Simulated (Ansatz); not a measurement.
# Electron scattering at the Σ11 (113) boundary in fcc Cu, part 3 of 3

Wanted: what the Σ11 (113) boundary in fcc Cu costs an interconnect.

Ansatz 0.2.0; Ansatz plane-wave DFT, PBE, PAW files; relaxation of a bicrystal slab with its lowest layers held; PAW set soft_1 (the session's first sound run).

So far. Step 3 (Transmission across the boundary): Over the solved energies the transmission per spin lies between 1.45 and 1.45, out of 1.55 channels of the lead on average (up to 1.56). Step 4 (Specific resistance): Averaged over the energies near the Fermi level, 93.5 % of the channels pass, which makes 0.0629 fΩ m².

### 5. Single-crystal slab for reference

The free faces cost energy too. A single-crystal slab with the same faces and held layers is relaxed, so that they cancel.

This step: Ansatz plane-wave DFT, PBE, PAW files; relaxation of a single-crystal slab with its lowest layers held; PAW set soft_1 (Ansatz 0.2.0).

System of this step: Cu slab, plane (1, 1, 3). The cell holds 18 atoms: 18 Cu. Its edges and angles: a = 2.556 Å, b = 4.427 Å, c = 29.529 Å, α = 90.0°, β = 90.0°, γ = 73.2°. It derives from Cu. Vacuum lies along c.

Contents of input.yaml:

```yaml
crystal:
  lattice:
    - [2.5561627297, 0.0, 0.0]
    - [1.2780813649, 4.2389163388, 0.0]
    - [0.0, 0.0, 29.5291746534]
  atoms:
    - { symbol: Cu, position: [0.6363636365, 0.7272727273, 0.1693240688] }
    - { symbol: Cu, position: [0.3636363638, 0.2727272727, 0.2062350716] }
    - { symbol: Cu, position: [0.0909090911, 0.8181818182, 0.2431460745] }
    - { symbol: Cu, position: [0.8181818183, 0.3636363636, 0.2800570774] }
    - { symbol: Cu, position: [0.5454545456, 0.9090909091, 0.3169680802] }
    - { symbol: Cu, position: [0.2727272729, 0.4545454545, 0.3538790831] }
    - { symbol: Cu, position: [1.0e-10, 0.0, 0.390790086] }
    - { symbol: Cu, position: [0.7272727274, 0.5454545455, 0.4277010888] }
    - { symbol: Cu, position: [0.4545454546, 0.0909090909, 0.4646120917] }
    - { symbol: Cu, position: [0.1818181819, 0.6363636364, 0.5015230946] }
    - { symbol: Cu, position: [0.9090909092, 0.1818181818, 0.5384340974] }
    - { symbol: Cu, position: [0.6363636364, 0.7272727273, 0.5753451003] }
    - { symbol: Cu, position: [0.3636363637, 0.2727272727, 0.6122561031] }
    - { symbol: Cu, position: [0.090909091, 0.8181818182, 0.649167106] }
    - { symbol: Cu, position: [0.8181818182, 0.3636363636, 0.6860781089] }
    - { symbol: Cu, position: [0.5454545455, 0.9090909091, 0.7229891117] }
    - { symbol: Cu, position: [0.2727272727, 0.4545454545, 0.7599001146] }
    - { symbol: Cu, position: [0.0, 0.0, 0.7968111175] }
kpoints:
  mp_grid: { grid: [9, 9, 1] }
hamiltonian:
  xc: pbe
  pseudopotentials: { kind: paw, azcp: { folder: soft_1 } }
scf:
  occupations: { method: fermi_dirac, width: 0.1 }
relax:
  f_tol: 0.03
  max_steps: 80
  constraints: [{ sites: [0, 1, 2] }]
```

Run with:

```
$ ansatz run input.yaml --threads 4 --pin off --max-ram 15360MiB --backend cpu --events-out ev --progress --plain --runs-dir out
```

Numbers of over 12 decimals in the logs are rounded to 6 here.

What it wrote:

```text
Warning: crystal.symmetry: narrowed to the stabiliser of the relax constraints — unitary ops 4 → 2; lowered at sites 0, 1, 2, 15, 16, 17 (the operations that carried what is held of a site onto what its image site leaves free; the constrained walk keeps no symmetry that its constraints do not admit)
[...]
Crystal: 18 atoms, lattice volume = 319.959 Å³
Basis set: ecut = 420 eV, 6317 PW (Γ), exchange–correlation on 36×60×400 points (8 copies of the dense FFT grid, shifted against one another)
Bands: 206, of which v1, the nominal top of the filled ones, is band 171 counted from 1 (170 counted from 0)
Symmetry: 2 space group operations
k-points: 25 of 81 (time reversal used)
[...]
SCF iter   1: F=—  HF=-119266.799273 eV  |F-HF|=—  |Δ(HF+E_count)|=         —  Δρ=2.12e-1  dr2=8.71e1  ethr=3.10e-3  ⟨swp⟩=5.8  Hψ=18747  notcnv=0  defer=133
[...]
SCF iter  10: F=-119251.229846 eV  HF=-119251.229838 eV  |F-HF|=8.07e-6  |Δ(HF+E_count)|=   9.05e-6  Δρ=5.24e-5  dr2=5.75e-6  ethr=6.58e-9  ⟨swp⟩=4.0  Hψ=16348  notcnv=0
SCF 1 converged in 10 iterations: F = -119251.229846 eV  dr2 = 5.75e-6
[...]
relax step   1: F+E_penalty+E_count = -119251.22984603 eV  Δ(F+E_penalty+E_count) = +0.000e0 eV  max|allowed force component| = 3.962e-1 eV/Å  Δτ_max = 0.0000 Å  (10 SCF iters, dr2 threshold 2.25e-5 eV, accepted)
[...]
SCF iter   7: F=-119251.249165 eV  HF=-119251.249169 eV  |F-HF|=4.18e-6  |Δ(HF+E_count)|=   4.22e-6  Δρ=3.05e-5  dr2=4.05e-6  ethr=2.87e-9  ⟨swp⟩=3.6  Hψ=13589  notcnv=0
SCF 2 converged in 7 iterations: F = -119251.249165 eV  dr2 = 4.05e-6
[...]
relax step   2: F+E_penalty+E_count = -119251.24916458 eV  Δ(F+E_penalty+E_count) = -1.932e-2 eV  max|allowed force component| = 2.528e-1 eV/Å  Δτ_max = 0.0532 Å  (7 SCF iters, dr2 threshold 9.81e-6 eV, accepted)
SCF iter   1: F=—  HF=-119251.356634 eV  |F-HF|=—  |Δ(HF+E_count)|=         —  Δρ=1.10e-2  dr2=2.46e-1  ethr=5.71e-4  ⟨swp⟩=5.3  Hψ=11585  notcnv=0  defer=535
[...]
SCF iter   9: F=-119251.264530 eV  HF=-119251.264531 eV  |F-HF|=1.02e-6  |Δ(HF+E_count)|=   2.80e-7  Δρ=1.11e-5  dr2=1.21e-6  ethr=1.17e-9  ⟨swp⟩=2.2  Hψ=15940  notcnv=0
SCF 3 converged in 9 iterations: F = -119251.264530 eV  dr2 = 1.21e-6
relax step   3: F+E_penalty+E_count = -119251.26452982 eV  Δ(F+E_penalty+E_count) = -1.537e-2 eV  max|allowed force component| = 2.638e-2 eV/Å  Δτ_max = 0.1230 Å  (9 SCF iters, dr2 threshold 4.00e-6 eV, accepted)
[...]
SCF iter   4: F=-119251.264531 eV  HF=-119251.264531 eV  |F-HF|=7.22e-8  |Δ(HF+E_count)|=   1.21e-7  Δρ=6.52e-6  dr2=8.08e-8  ethr=2.92e-11  ⟨swp⟩=3.0  Hψ=18517  notcnv=0
SCF 4 converged in 4 iterations: F = -119251.264531 eV  dr2 = 8.08e-8
relax step   4: F+E_penalty+E_count = -119251.26453083 eV  Δ(F+E_penalty+E_count) = -1.006e-6 eV  max|allowed force component| = 2.643e-2 eV/Å  Δτ_max = 0.0000 Å  (4 SCF iters, accepted)
SCF converged after 4 iterations
Free energy (F): -119251.264531 eV
[...]
Internal energy: -119251.069578 eV  (E = F + TS)
E sigma→0 (E₀):  -119251.167055 eV
Entropy (-TS):   -0.194952 eV (-10.831 meV/atom)
Fermi energy:    9.402830 eV
[...]
--- Forces (eV/Å), atoms counted from 1 ---
  atom   1  Cu    -0.00000000    -0.01388359     0.40162931
  atom   2  Cu     0.00000000     0.02155946    -0.23907819
  atom   3  Cu     0.00000000     0.00512613    -0.16414451
  atom   4  Cu     0.00000000     0.00008498     0.00207525
  atom   5  Cu    -0.00000000    -0.00074261    -0.00261788
  atom   6  Cu    -0.00000000    -0.00078213     0.00195171
  atom   7  Cu    -0.00000000    -0.00122928    -0.00291279
  atom   8  Cu    -0.00000000    -0.00066074     0.00174987
  atom   9  Cu    -0.00000000    -0.00144217    -0.00269990
  atom  10  Cu    -0.00000000    -0.00002523     0.00124184
  atom  11  Cu    -0.00000000    -0.00049129    -0.00191092
  atom  12  Cu    -0.00000000    -0.00048777     0.00036118
  atom  13  Cu    -0.00000000    -0.00068473    -0.00175550
  atom  14  Cu     0.00000000     0.00034044     0.00221427
  atom  15  Cu    -0.00000000    -0.00556010     0.00706327
  atom  16  Cu    -0.00000000    -0.01153467    -0.02643476
  atom  17  Cu     0.00000000     0.00615052     0.00570321
  atom  18  Cu     0.00000000     0.00423728     0.01766388
  max |Σ_I F_I| component: 9.94e-5 eV/Å
--- Relaxed structure (4 steps of the walk, 4 accepted, 0 SCFs on fresh bases) ---
  F+E_penalty+E_count = -119251.26453083 eV   max|allowed force component| = 2.643e-2 eV/Å
  atoms:
    - { symbol: Cu, position: [0.636364, 0.727273, 0.169324] }
    - { symbol: Cu, position: [0.363636, 0.272727, 0.206235] }
    - { symbol: Cu, position: [0.090909, 0.818182, 0.243146] }
    - { symbol: Cu, position: [0.819612, 0.360776, 0.280930] }
    - { symbol: Cu, position: [0.547821, 0.904359, 0.317668] }
    - { symbol: Cu, position: [0.275017, 0.449967, 0.355335] }
    - { symbol: Cu, position: [0.00249942, -0.00499884, 0.392180] }
    - { symbol: Cu, position: [0.729552, 0.540896, 0.429742] }
    - { symbol: Cu, position: [0.456804, 0.086392, 0.466651] }
    - { symbol: Cu, position: [0.183652, 0.632696, 0.504175] }
    - { symbol: Cu, position: [0.910929, 0.178141, 0.541110] }
    - { symbol: Cu, position: [0.638117, 0.723765, 0.578616] }
    - { symbol: Cu, position: [0.365678, 0.268643, 0.615569] }
    - { symbol: Cu, position: [0.093217, 0.813565, 0.653033] }
    - { symbol: Cu, position: [0.821359, 0.357281, 0.690114] }
    - { symbol: Cu, position: [0.550890, 0.898221, 0.727246] }
    - { symbol: Cu, position: [0.276061, 0.447877, 0.765789] }
    - { symbol: Cu, position: [0.00347785, -0.0069557, 0.798028] }
```

Run time: 3.1 min. Hardware: 4 threads of Arm Neoverse V2, shared host; peak memory 2.2 GiB; 12 min of CPU time.

Step by step:

```
step  energy less that of the first step (eV)  largest force component (eV/Å)
   1                                   0.0000                          0.3962
   2                                  -0.0193                          0.2528
   3                                  -0.0347                          0.0264
   4                                  -0.0347                          0.0264
```

The atoms that moved most (Å):

```
atom     dx      dy     dz  length
Cu17  0.000  -0.028  0.174   0.176
Cu16  0.000  -0.046  0.126   0.134
Cu15  0.000  -0.027  0.119   0.122
Cu14  0.000  -0.020  0.114   0.116
Cu13  0.000  -0.017  0.098   0.099
Cu12  0.000  -0.015  0.097   0.098
Cu11  0.000  -0.016  0.079   0.081
Cu10  0.000  -0.016  0.078   0.080
```

The relaxed structure:

```
Cu
1.0
     2.55616    0.00000    0.00000
     1.27808    4.23892    0.00000
     0.00000    0.00000   29.52917
Cu
18
Cartesian
  2.5562 3.0828 5.0000
  1.2781 1.1561 6.0900
  1.2781 3.4682 7.1799
  2.5562 1.5293 8.2956
  2.5562 3.8335 9.3805
  1.2781 1.9074 10.4928
  0.0000 -0.0212 11.5807
  2.5562 2.2928 12.6899
  1.2781 0.3662 13.7798
  1.2781 2.6819 14.8879
  2.5562 0.7551 15.9785
  2.5562 3.0680 17.0861
  1.2781 1.1388 18.1772
  1.2781 3.4486 19.2835
  2.5562 1.5145 20.3785
  2.5562 3.8075 21.4750
  1.2781 1.8985 22.6131
  0.0000 -0.0295 23.5651
```

Numbers from this step:

| Item | Value |
| --- | --- |
| free energy | -119251.2645 eV |
| energy at zero smearing | -119251.1671 eV |
| Fermi energy | 9.403 eV |

The largest force component on a free atom ends at 0.026 eV/Å, under the tolerance of 0.03, after 4 steps.

### 6. Bulk reference

The perfect crystal gives the energy per atom, for the atoms by which bicrystal and slab differ.

This step: Ansatz plane-wave DFT, PBE, PAW files; bulk reference; PAW set soft_1 (Ansatz 0.2.0).

System of this step: Cu. It takes space group Fm-3m (No. 225, cubic). Conventional cell: a = 3.615 Å, b = 3.615 Å, c = 3.615 Å, α = 90.00°, β = 90.00°, γ = 90.00°. Cu has 12 Cu at 2.56 Å nearest.

input.yaml, the sections that differ from step 5:

```yaml
crystal:
  lattice:
    - [0.0, 1.80748, 1.80748]
    - [1.80748, 0.0, 1.80748]
    - [1.80748, 1.80748, 0.0]
  atoms:
    - { symbol: Cu, position: [0.0, 0.0, 0.0] }
kpoints:
  mp_grid: { grid: [21, 21, 21] }
# hamiltonian, scf: as in step 5
# relax: removed
```

What it wrote:

```text
[...]
Crystal: 1 atoms, lattice volume = 11.810 Å³
Basis set: ecut = 420 eV, 259 PW (Γ)
Bands: 14, of which v1, the nominal top of the filled ones, is band 10 counted from 1 (9 counted from 0)
Symmetry: 48 space group operations
[...]
k-points: 286 of 9261
[...]
SCF iter   1: F=—  HF=-6626.103945 eV  |F-HF|=—  |Δ(HF+E_count)|=         —  Δρ=2.68e-1  dr2=5.09e0  ethr=3.10e-3  ⟨swp⟩=4.9  Hψ=19163  notcnv=0
[...]
SCF iter   7: F=-6625.187333 eV  HF=-6625.187333 eV  |F-HF|=7.64e-11  |Δ(HF+E_count)|=  1.01e-10  Δρ=1.66e-6  dr2=1.97e-10  ethr=5.26e-10  ⟨swp⟩=2.0  Hψ=7881  notcnv=0
SCF 1 converged in 7 iterations: F = -6625.187333 eV  dr2 = 1.97e-10
[...]
SCF converged after 7 iterations
Free energy (F): -6625.187333 eV
[...]
Internal energy: -6625.176373 eV  (E = F + TS)
E sigma→0 (E₀):  -6625.181853 eV
Entropy (-TS):   -0.010960 eV (-10.960 meV/atom)
Fermi energy:    16.384214 eV
[...]
```

Wall time 0.62 s (4 threads); peak memory 0.3 GiB.

Numbers from this step:

- free energy: -6625.1873 eV
- energy at zero smearing: -6625.1819 eV
- Fermi energy: 16.38 eV

### 7. Boundary energy

This step: Ansatz plane-wave DFT, PBE, PAW files; bicrystal less single-crystal slab less bulk atoms, a boundary area; PAW set soft_1 (Ansatz 0.2.0).

This step gave:

```yaml
excess_energy_of_the_cell: 0.2058 eV
boundary_energy: 0.3042 J/m²
```

The boundary costs 0.30 J/m².

By hand: 0.206 eV / 10.84 Å² × 16.02 = 0.304 J/m².

### 8. What came out

| Quantity | Value |
| --- | --- |
| specific resistance of the boundary | 0.0629 fΩ m² |
| share of channels that pass | 0.935 |
| boundary energy | 0.304 J/m² |

What this shows: The boundary has a specific resistance of 0.063 fΩ m² and an energy of 0.30 J/m². The boundary reflects 6.5 % of the channels; 0.063 fΩ m² is 0.63×10⁻¹² Ω·cm². That equals the resistance of 3.6 nm of bulk Cu at 300 K (measured 1.725 µΩ cm, CRC Handbook of Chemistry and Physics, 84th ed., 2003, Electrical Resistivity of Pure Metals). One starting structure was relaxed; another shift or atom count at the boundary may lie lower.

[Logs are printed without paths, hosts, clocks, repeated set-up lines and the standing remarks that a program may print on its own settings, such as how far it seeks lower states.]

[Hosts, paths, dates, database ids (printed as entryN), source tags and the programs' standing remarks are cut or masked in the printed files.]
